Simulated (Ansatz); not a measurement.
**What NaVSe3 (model cell, started as cubic perovskite with V in the octahedra) distorts into**

Aim: this structure of NaVSe3 (model cell, started as cubic perovskite with V in the octahedra) is to be tested for unstable modes, and one is followed downhill.

Program: Ansatz 0.2.0. Level of theory: DFT PBE, scalar-relativistic, plane waves, PAW. Results are calculated unless marked as measured.

The structure was built from a prototype and need not be the compound's stable phase.

### 1. The starting structure

Symmetry: Pm-3m, No. 221, cubic system. The conventional cell has a = 4.899 Å, b = 4.899 Å, c = 4.899 Å, α = 90.00°, β = 90.00°, γ = 90.00°. Nearest to Na lie 12 Se at 3.46 Å. V has 6 Se at 2.45 Å nearest. Se has 2 V at 2.45 Å and 4 Na at 3.46 Å nearest. Farther neighbours and most contacts between anions are not listed.

Coordinates:

```cif
data_structure
_symmetry_space_group_name_H-M 'Pm-3m'
_symmetry_Int_Tables_number 221
_cell_length_a 4.8990
_cell_length_b 4.8990
_cell_length_c 4.8990
_cell_angle_alpha 90.000
_cell_angle_beta 90.000
_cell_angle_gamma 90.000
_cell_volume 117.58
loop_
_atom_site_label
_atom_site_type_symbol
_atom_site_symmetry_multiplicity
_atom_site_Wyckoff_symbol
_atom_site_fract_x
_atom_site_fract_y
_atom_site_fract_z
_atom_site_occupancy
Na1 Na 1 a 0.00000 0.00000 0.00000 1
V1 V 1 b 0.50000 0.50000 0.50000 1
Se1 Se 3 c 0.50000 0.50000 0.00000 1
```

### 2. Response at finite wavevector

The cell comes from relaxations at this level that are not shown. Stability and thermal properties need the whole zone. Linear response on a 2×2×2 q mesh gives force constants as far as a supercell of that size would.

input.yaml reads:

```yaml
crystal:
  lattice:
    - [4.8990130555, 0.0, 0.0]
    - [0.0, 4.8990130555, 0.0]
    - [0.0, 0.0, 4.8990130555]
  atoms:
    - { symbol: Na, position: [0.0, 0.0, 0.0] }
    - { symbol: V, position: [0.5, 0.5, 0.5] }
    - { symbol: Se, position: [0.5, 0.5, 0.0] }
    - { symbol: Se, position: [0.5, 0.0, 0.5] }
    - { symbol: Se, position: [0.0, 0.5, 0.5] }
kpoints:
  mp_grid: { grid: [6, 6, 6] }
hamiltonian:
  xc: pbe
scf:
  occupations: { method: methfessel_paxton, width: 0.15 }
output:
  eigenvalues: true
phonons:
  method: dfpt
  qmesh: [2, 2, 2]
  temperatures: { t_max: 1000, t_step: 50 }
  qpath:
    path:
      - [[0.0, 0.0, 0.0], [0.0, 0.5, 0.0], [0.5, 0.5, 0.0], [0.0, 0.0, 0.0], [0.5, 0.5, 0.5], [0.0, 0.5, 0.0]]
      - [[0.5, 0.5, 0.5], [0.5, 0.5, 0.0]]
    npoints: 10
```

On the command line:

```sh
ansatz run input.yaml --threads 8 --pin off --max-ram 14336MiB --backend cpu --events-out ev --progress --plain --runs-dir out
```

Numbers of over 12 decimals in the logs are rounded to 6 here.

The log of the run:

```text
Engine: ansatz 0.2.0, aarch64-unknown-linux-gnu
Pseudopotentials: kind: paw
Pseudopotential: Na, paw, valence charge 9, recommended cutoff 420 eV (normal), Na.paw.azcp
Pseudopotential: V, paw, valence charge 13, recommended cutoff 420 eV (normal), V.paw.azcp
Pseudopotential: Se, paw, valence charge 16, recommended cutoff 420 eV (normal), Se.paw.azcp
Functional definition: PBE
  parameter kappa = 0.804
  parameter beta = 0.066725
  exchange = pbe_x(kappa = kappa, mu = beta*pi^2/3)
  correlation = pbe_c(beta = beta)
Crystal: 5 atoms, lattice volume = 117.578 Å³
Basis set: ecut = 420 eV, 2325 PW (Γ), exchange–correlation on 72×72×72 points (8 copies of the dense FFT grid, shifted against one another)
Bands: 42, of which v1, the nominal top of the filled ones, is band 35 counted from 1 (34 counted from 0)
Symmetry: 48 space group operations
k-points: 20 of 216
Non-local potential: Na, projectors of the file, l = 0: 3, l = 1: 2, l = 2: 1
Non-local potential: V, projectors of the file, l = 0: 3, l = 1: 2, l = 2: 3, l = 3: 1
Non-local potential: Se, projectors of the file, l = 0: 2, l = 1: 2, l = 2: 3, l = 3: 1
PAW form: soft (Blöchl's): semilocal exchange-correlation on the pseudo side does not see the compensation charge
PAW one-centre angular grid: Na, 110 points (default); XC on 64 Gauss nodes
PAW one-centre angular grid: V, 590 points (default); XC on 64 Gauss nodes
PAW one-centre angular grid: Se, 590 points (default); XC on 64 Gauss nodes
Initial density: superposition of atomic densities (neutral atoms: chi_scale 0, normalization atom), corrected by the library's trained network
Initial wavefunctions: pseudopotential atomic-orbital guess
Functional: x = pbe(κ = 0.804, μ = 0.219515), c = pbe(β = 0.066725)
SCF iter   1: F=—  HF=-20808.359878 eV  |F-HF|=—  |Δ(HF+E_count)|=         —  Δρ=5.90e-3  dr2=7.25e-2  ethr=1.77e-3  ⟨swp⟩=5.7  Hψ=2921  notcnv=0
preconditioner: auto → LDOS  [metal: Δε(μ)=0.007 eV  Ē_g=7.420 eV  σ=0.150 eV  W_gap=0.04  n_scr=26 (ndim 8)  ℏωp=16.8 eV  f_vac=0.121  D(μ)=7.97/eV (n_scr^D=80)  β→1.0]
SCF iter   2: F=—  HF=-20808.357994 eV  |F-HF|=—  |Δ(HF+E_count)|=   1.88e-3  S|Δr|=    0.00e0  Δρ=1.95e-3  dr2=5.30e-3  ethr=1.04e-4  ⟨swp⟩=1.1  Hψ=1003  notcnv=0
SCF iter   3: F=—  HF=-20808.358125 eV  |F-HF|=—  |Δ(HF+E_count)|=   1.31e-4  S|Δr|=    0.00e0  Δρ=8.55e-4  dr2=7.70e-4  ethr=7.57e-6  ⟨swp⟩=2.0  Hψ=1139  notcnv=0
SCF iter   4: F=—  HF=-20808.358057 eV  |F-HF|=—  |Δ(HF+E_count)|=   6.80e-5  S|Δr|=    0.00e0  Δρ=1.27e-4  dr2=2.42e-5  ethr=1.10e-6  ⟨swp⟩=1.5  Hψ=856  notcnv=0
SCF iter   5: F=—  HF=-20808.358059 eV  |F-HF|=—  |Δ(HF+E_count)|=   1.84e-6  S|Δr|=    0.00e0  Δρ=4.98e-5  dr2=4.68e-6  ethr=3.46e-8  ⟨swp⟩=2.0  Hψ=1160  notcnv=0
SCF iter   6: F=—  HF=-20808.358061 eV  |F-HF|=—  |Δ(HF+E_count)|=   2.66e-6  S|Δr|=    0.00e0  Δρ=1.55e-5  dr2=5.92e-7  ethr=6.68e-9  ⟨swp⟩=2.1  Hψ=1476  notcnv=0
SCF iter   7: F=—  HF=-20808.358061 eV  |F-HF|=—  |Δ(HF+E_count)|=   1.02e-7  S|Δr|=    0.00e0  Δρ=3.23e-6  dr2=1.25e-8  ethr=8.45e-10  ⟨swp⟩=2.2  Hψ=1549  notcnv=0
SCF iter   8: F=—  HF=-20808.358061 eV  |F-HF|=—  |Δ(HF+E_count)|=   2.41e-9  S|Δr|=    0.00e0  Δρ=3.46e-6  dr2=2.08e-8  ethr=1.79e-11  ⟨swp⟩=2.0  Hψ=1089  notcnv=0
SCF iter   9: F=—  HF=-20808.358061 eV  |F-HF|=—  |Δ(HF+E_count)|=  9.02e-10  S|Δr|=    0.00e0  Δρ=3.43e-7  dr2=2.28e-10  ethr=1.79e-11  ⟨swp⟩=1.3  Hψ=846  notcnv=0
SCF iter  10: F=-20808.358061 eV  HF=-20808.358061 eV  |F-HF|=7.28e-12  |Δ(HF+E_count)|=    0.00e0  S|Δr|=    0.00e0  Δρ=1.40e-8  dr2=1.57e-13  ethr=1.00e-12  ⟨swp⟩=4.5  Hψ=3588  notcnv=0
SCF 1 converged in 10 iterations: F = -20808.358061 eV  dr2 = 1.57e-13
  greatest PAW one-centre occupation: 1.000 electrons in one spin orbital (limit 2), on the Se atom at site 2 (counted from 0), in its partial waves of l = 2
Initial density: read from a saved state, or passed on in memory by an earlier SCF of this step, an earlier step, the calling program or the single point that the run made first
iter 1 solved again at ethr=2.65e-7 eV; its pass at ethr=3.10e-3 eV (dr2=1.86e-4 eV) is discarded
SCF iter   1: F=—  HF=-20808.358066 eV  |F-HF|=—  |Δ(HF+E_count)|=         —  Δρ=5.83e-7  dr2=1.49e-10  ethr=2.65e-7  ⟨swp⟩=3.0  Hψ=4745  notcnv=0
eigensolver tolerance schedule: the retry pair's looser diagonalisation over-reported the residual by 1244441.38 of it (diagonalisation noise at an unbounded share of the residual, at the tolerance the schedule requests for it); recorded, not acted on — ethr = c·dr2/N_el stays at c = 1.0e-1
preconditioner: auto → LDOS  [metal: Δε(μ)=0.005 eV  Ē_g=7.409 eV  σ=0.150 eV  W_gap=0.03  n_scr=26 (ndim 8)  ℏωp=16.8 eV  f_vac=0.119  D(μ)=8.37/eV (n_scr^D=80)  β→1.0]
SCF iter   2: F=—  HF=-20808.358061 eV  |F-HF|=—  |Δ(HF+E_count)|=   4.23e-6  S|Δr|=    0.00e0  Δρ=5.90e-7  dr2=1.61e-10  ethr=1.00e-12  ⟨swp⟩=3.8  Hψ=2293  notcnv=0
SCF iter   3: F=—  HF=-20808.358061 eV  |F-HF|=—  |Δ(HF+E_count)|=  4.73e-11  S|Δr|=    0.00e0  Δρ=3.08e-7  dr2=3.72e-11  ethr=1.00e-12  ⟨swp⟩=2.0  Hψ=1483  notcnv=0
SCF iter   4: F=—  HF=-20808.358061 eV  |F-HF|=—  |Δ(HF+E_count)|=    0.00e0  S|Δr|=    0.00e0  Δρ=2.27e-7  dr2=2.10e-11  ethr=1.00e-12  ⟨swp⟩=1.0  Hψ=840  notcnv=0
SCF iter   5: F=-20808.358061 eV  HF=-20808.358061 eV  |F-HF|=7.28e-12  |Δ(HF+E_count)|=  3.64e-12  S|Δr|=    0.00e0  Δρ=1.30e-7  dr2=7.31e-12  ethr=1.00e-12  ⟨swp⟩=1.2  Hψ=1790  notcnv=0
SCF 2 converged in 5 iterations: F = -20808.358061 eV  dr2 = 7.31e-12
  greatest PAW one-centre occupation: 1.000 electrons in one spin orbital (limit 2), on the Se atom at site 4 (counted from 0), in its partial waves of l = 2
phonons: the bands overlap, so this run is a metal and interpolates without the dipole-dipole term. If the crystal is really an insulator or semiconductor, its LO-TO splitting is missing
NSCF: frozen V_eff on 20 k-points
WARN: eigensolver did not converge in 2 slots of this pass, the one above among them; of largest residual over every band (k=4): 1 band(s) unlocked (lowest unlocked band 41, counted from 0; max residual 2.67e-4 eV among the unlocked bands, 2.67e-4 eV over every band); of lowest unlocked band (k=4): band 41
NSCF: frozen V_eff on 64 k-points
DFPT response loops at q = (0, 0, 0) (fractional): preconditioner auto → Kerker (q_TF=auto, 2.502 Å⁻¹) (partly filled bands, converged f_vac=0.119); β = 1.00, the filter's whole step (`scf.mixing.beta` (0.50) is not read by the response loops under this deck's `scf.mixing.preconditioner`; to damp them name `kerker` or `kerker_dos`, under which they read `scf.mixing.beta`, and type it under 1.00, their step now; both keys bind the ground state too); Broyden in place of MSR1
NSCF: frozen V_eff on 128 k-points
DFPT response loops at q = (0, 0, -0.5) (fractional): mixed as the last ones told, above
NSCF: frozen V_eff on 128 k-points
DFPT response loops at q = (0, -0.5, -0.5) (fractional): mixed as the last ones told, above
NSCF: frozen V_eff on 128 k-points
DFPT response loops at q = (-0.5, -0.5, -0.5) (fractional): mixed as the last ones told, above
SCF converged after 10 iterations
Stability not checked: this state was not tested for a lower state beside it, because cold or Methfessel-Paxton smearing, or corrected tetrahedra, fill the levels in a way that the test cannot read (fill_not_monotonic; see scf.lower_state_search)
Free energy (F): -20808.358061 eV
Harris-Foulkes:  -20808.358061 eV  (|F-HF|=7.28e-12)
Internal energy: -20808.341253 eV  (E = F + TS)
E sigma→0 (E₀):  -20808.353859 eV
Entropy (-TS):   -0.016808 eV (-3.362 meV/atom)
Fermi energy:    7.540076 eV
Step filling:    the computed levels leave a gap of 0.0032 eV = 0.0 smearing widths at the electron count; against every level under it full and every level over it empty, smearing changes F+E_penalty+E_count by -11.479 meV and its σ→0 estimate by -7.277 meV
--- Per-component energies (eV) ---
  E_band       = -1637.040991
  E_kinetic    = 811.806228
  E_local      = -10477.733814  (includes V_loc(G=0)·N_el)
  E_nonlocal   = -1718.919403
  E_hartree    = 4918.267677
  E_xc         = -481.589583
  E_vxc        = -509.343876  (∫ρ·V_xc dr)
  E_paw        = -7108.908111  (= ΣΔE_a)
  E_vpaw       = 420.616005  (= ΣTr[D̂ρ^β])
  E_aug_tail   = -0.001485  (compensation charges beyond the density's cutoff)
  E_ewald      = -6751.262762
  E_smearing   = -0.016808  (= −TS)
  E_closure    = -0.000000  (closes the sum)
  Σ components = -20808.358061   (vs F -20808.358061, Δ=0.00e0)
--- Band table (eV; the first three rows and the last of 20) ---
  k-point 0: bands = [... 31 lower, 6.4845, 6.6704, 6.6704, 6.6704, 7.3001, 7.3001, 7.3001, 7.7458, ... 3 higher]
  k-point 1: bands = [... 31 lower, 6.2824, 6.3174, 6.6768, 6.9563, 6.9563, 7.6627, 7.6627, 7.7518, ... 3 higher]
  k-point 2: bands = [... 31 lower, 5.2188, 6.0232, 6.6896, 7.0219, 7.0219, 7.7597, 8.1725, 8.1725, ... 3 higher]
  k-point 19: bands = [... 31 lower, 3.7513, 8.0645, 8.0645, 8.0645, 8.1941, 8.1941, 8.1941, 9.7299, ... 3 higher]
--- Phonons (Γ-DFPT): 4 representative perturbations + reference (Σ response iterations 12) ---
  ASR residual: 3.770e-5 → 0.000e0 eV/Å²; symmetrization residual: 6.735e-6 eV/Å²
  ASR residual per site (eV/Å²): 3.77e-5 9.28e-6 1.64e-5 1.64e-5 1.64e-5
  Γ frequencies (cm⁻¹): -143.71 -143.71 -143.71 -26.97 -26.97 -26.97 0.00 0.00 0.00 34.50 34.50 34.50 198.53 198.53 198.53
--- Phonons (arbitrary-q DFPT): 4 irreducible q on the 2×2×2 mesh ---
  q = [0.0000, 0.0000, 0.0000] (star 1, of the zone-centre solve; hermiticity 1.65e-6, symmetrization 1.32e-11): -143.71 -143.71 -143.71 -26.97 -26.97 -26.97 -0.00 0.00 0.00 34.50 34.50 34.50 198.53 198.53 198.53
  q = [0.0000, 0.0000, -0.5000] (star 3, 9 solved perturbations in 504 linear systems a pass and spin channel, the states on 64 of 216 k-point pairs; hermiticity 7.55e-7, symmetrization 2.91e-12): -128.80 -128.80 -11.34 -11.34 31.97 33.17 33.17 40.44 45.11 77.75 77.75 110.09 190.09 190.09 204.56
  q = [0.0000, -0.5000, -0.5000] (star 3, 9 solved perturbations in 504 linear systems a pass and spin channel, the states on 64 of 216 k-point pairs; hermiticity 7.03e-7, symmetrization 2.96e-12): -107.17 -69.47 -61.59 -50.03 -50.03 33.61 45.83 45.83 78.09 78.09 120.90 129.73 129.73 180.91 227.83
  q = [-0.5000, -0.5000, -0.5000] (star 1, 4 solved perturbations in 184 linear systems a pass and spin channel, the states on 64 of 216 k-point pairs; hermiticity 2.88e-7, symmetrization 1.14e-11): -146.43 -146.43 -60.73 -60.73 -60.73 39.29 39.29 39.29 117.06 117.06 117.06 122.19 122.19 122.19 249.25
  sum rule: each row above includes the acoustic sum rule's correction from the zone centre's row sums; it moved no ω² by more than (0.67 cm⁻¹)²
  mesh force constants: q→R imaginary residual 3.98e-18; ASR residual 3.770e-5 → 0.000e0 eV/Å²; symmetrization residual 9.770e-15 eV/Å²
  interpolated dispersion: 62 rows × 15 modes
  density of states and harmonic sums: on the 14×14×14 q-mesh, interpolated from the force constants of a 2×2×2 supercell (no non-analytic term)
  largest difference from the sums on the solved wave vectors: F 5.02e-2 eV, S 7.97e-5 and C_V 2.92e-5 eV/K
  zero-point energy: 0.060153 eV/cell   skipped modes (ω ≤ 0): 655, of them read as no rigid motion or as one in doubt: 652 (5.464e0 modes/cell left out, lowest -146.43 cm⁻¹)   left out of the sums: 3.64e-1 of the cell's modes: C_V's classical limit lies that fraction below 3 k_B per atom; for a crystal, a wire or a layer, F and S can be off by more, and a phonons.interpolated_qmesh denser along its periods is the remedy for the sampling
```

Run time: 6.6 min. Hardware: 8 threads of Arm Neoverse N1, shared host; peak memory 1.4 GiB; 28 min of CPU time.

This run has no spin polarisation, although V can carry a moment.

Numbers from this step:

* volume per atom: 23.52 Å³
* gap on the k-mesh: 0 eV
* sum-rule residual before enforcement: 3.77e-5 eV/Å²
* lowest frequency on the path: -146.4 cm⁻¹
* point group: m-3m
* highest frequency on the path or at a solved wavevector: 249.6 cm⁻¹
* highest optical mode at the zone centre (no LO-TO term): 198.5 cm⁻¹
* lowest optical zone-centre mode: -143.7 cm⁻¹
* lowest mode on the q mesh (acoustic modes at Γ apart): -146.4 cm⁻¹

Frequencies (cm⁻¹) solved at each irreducible wavevector; negative means imaginary. Frequencies by wavevector, by row:

```csv
q in reciprocal lattice units,star,mode 1,mode 2,mode 3,mode 4,mode 13,mode 14,mode 15
0 0 0,1,-143.7,-143.7,-143.7,-27,198.5,198.5,198.5
0 0 -0.5,3,-128.8,-128.8,-11.3,-11.3,190.1,190.1,204.6
0 -0.5 -0.5,3,-107.2,-69.5,-61.6,-50,129.7,180.9,227.8
-0.5 -0.5 -0.5,1,-146.4,-146.4,-60.7,-60.7,122.2,122.2,249.2
```

Interpolated from a 2×2×2 q mesh. Phonon branches along the path, in cm⁻¹:

```
    point  branch 1  branch 2  branch 3  branch 4  branch 12  branch 13  branch 14  branch 15
        Γ      -144      -144      -144       -27         34        198        198        198
  halfway      -136      -136       -90       -14         73        195        195        201
        X      -129      -129       -11       -11        110        190        190        205
  halfway      -117       -84       -45       -39        122        128        186        226
        M      -107       -70       -62       -50        130        130        181        228
  halfway      -126       -88       -85       -43         96        158        191        220
        Γ      -144      -144      -144       -27         34        198        198        198
  halfway       -77       -77       -77       -49        105        146        146        238
        R      -146      -146       -61       -61        122        122        122        249
  halfway       -80       -66       -56       -46        116        125        129        244
        X      -129      -129       -11       -11        110        190        190        205
jump to R      -146      -146       -61       -61        122        122        122        249
  halfway      -115       -81       -61       -43        122        126        126        248
        M      -107       -70       -62       -50        130        130        181        228
```

Symmetry leaves 4 wavevectors to solve. The lowest mode among them, the acoustic zeros apart, lies at q = (-0.5, -0.5, -0.5) and is imaginary, 146.4i cm⁻¹, so the energy falls along it.

### 3. The mode frozen in, largest atomic shift 0 Å

The mode followed lies at Γ with frequency 143.7i cm⁻¹ and is 3-fold degenerate, one of the unstable modes though not the softest. At small amplitude the distorted cell has space group no. 160 by a symmetry search on the positions. The undistorted cell that holds it gives the zero of energy on the same k mesh.

input.yaml, the sections that differ from step 2:

```yaml
output:
  forces: true
  stress: true
  eigenvalues: true
# crystal, kpoints, hamiltonian, scf: as in step 2
# phonons: removed
```

The log of the run:

```text
[...]
Crystal: 5 atoms, lattice volume = 117.578 Å³
Basis set: ecut = 420 eV, 2325 PW (Γ), exchange–correlation on 72×72×72 points (8 copies of the dense FFT grid, shifted against one another)
Bands: 42, of which v1, the nominal top of the filled ones, is band 35 counted from 1 (34 counted from 0)
Symmetry: 48 space group operations
[...]
k-points: 20 of 216
[...]
k-point 0: bands = [... 31 lower, 6.4846, 6.6705, 6.6705, 6.6705, 7.3001, 7.3001, 7.3001, 7.7458, ... 3 higher]
  k-point 1: bands = [... 31 lower, 6.2825, 6.3174, 6.6768, 6.9563, 6.9563, 7.6627, 7.6627, 7.7518, ... 3 higher]
  k-point 2: bands = [... 31 lower, 5.2189, 6.0232, 6.6896, 7.0219, 7.0219, 7.7597, 8.1725, 8.1725, ... 3 higher]
  k-point 19: bands = [... 31 lower, 3.7513, 8.0645, 8.0645, 8.0645, 8.1942, 8.1942, 8.1942, 9.7298, ... 3 higher]
[key lines of the parts left out:]
SCF converged after 7 iterations
Free energy (F): -20808.358061 eV
Fermi energy:    7.540100 eV
P = ⅓ Tr σ = -0.0014 GPa (-0.014 kbar)
```

Elapsed: 1.8 s, on 8 threads; peak memory 0.58 GiB.

Numbers from this step:

| Property | Result |
| --- | --- |
| pressure | -0.001436 GPa |
| energy from the undistorted cell | 0 meV/atom |

The run ends at a pressure of 0.00 GPa.

### 4. The mode frozen in, largest atomic shift 0.45 Å

The atoms are moved along the unstable eigenvector, the largest shift by 0.45 Å, with the cell fixed.

input.yaml, the sections that differ from step 3:

```yaml
crystal:
  lattice:
    - [4.8990130555, 0.0, 0.0]
    - [0.0, 4.8990130555, 0.0]
    - [0.0, 0.0, 4.8990130555]
  atoms:
    - { symbol: Na, position: [-0.0009425827, 0.0009425827, 0.0009425827] }
    - { symbol: V, position: [0.5530326452, 0.4469673548, 0.4469673548] }
    - { symbol: Se, position: [0.4823770067, 0.5176229933, -0.0013108366] }
    - { symbol: Se, position: [0.4823770067, -0.0013108366, 0.5176229933] }
    - { symbol: Se, position: [0.0013108366, 0.5176229933, 0.5176229933] }
# kpoints, hamiltonian, scf, output: as in step 3
```

The log of the run:

```text
[...]
Crystal: 5 atoms, lattice volume = 117.578 Å³
Basis set: ecut = 420 eV, 2325 PW (Γ), exchange–correlation on 72×72×72 points (8 copies of the dense FFT grid, shifted against one another)
Bands: 42, of which v1, the nominal top of the filled ones, is band 35 counted from 1 (34 counted from 0)
Symmetry: 6 space group operations
[...]
k-points: 32 of 216 (time reversal used)
[...]
k-point 0: bands = [... 31 lower, 5.8712, 6.0357, 6.0357, 6.5025, 8.2413, 8.2413, 8.6835, 9.1237, ... 3 higher]
  k-point 1: bands = [... 31 lower, 5.7330, 5.8811, 6.1340, 6.4750, 7.8374, 8.3755, 8.6028, 9.1140, ... 3 higher]
  k-point 2: bands = [... 31 lower, 5.4287, 5.6086, 5.8529, 6.4400, 7.9071, 8.6248, 8.6405, 9.0596, ... 3 higher]
  k-point 31: bands = [... 31 lower, 4.3139, 7.7446, 7.9720, 7.9720, 8.0532, 8.1850, 8.1850, 9.9168, ... 3 higher]
[key lines of the parts left out:]
SCF converged after 7 iterations
Free energy (F): -20808.655187 eV
Fermi energy:    7.794819 eV
P = ⅓ Tr σ = 2.3856 GPa (23.856 kbar)
```

Wall time 3.5 s (8 threads); peak memory 0.55 GiB; 25 s of CPU time.

This step gave:

```yaml
pressure: 2.386 GPa
energy_from_the_undistorted_cell: -60.45 meV/atom
```

The energy, extrapolated to zero smearing, is -60.45 meV/atom against the undistorted cell.

The run ends at a pressure of 2.39 GPa, with forces up to 0.51 eV/Å.

(Part 1 of 3 ends here.)

[Logs are printed without paths, hosts, clocks, repeated set-up lines and the standing remarks that a program may print on its own settings, such as how far it seeks lower states.]

[Hosts, paths, dates, database ids (printed as entryN), source tags and the programs' standing remarks are cut or masked in the printed files.]
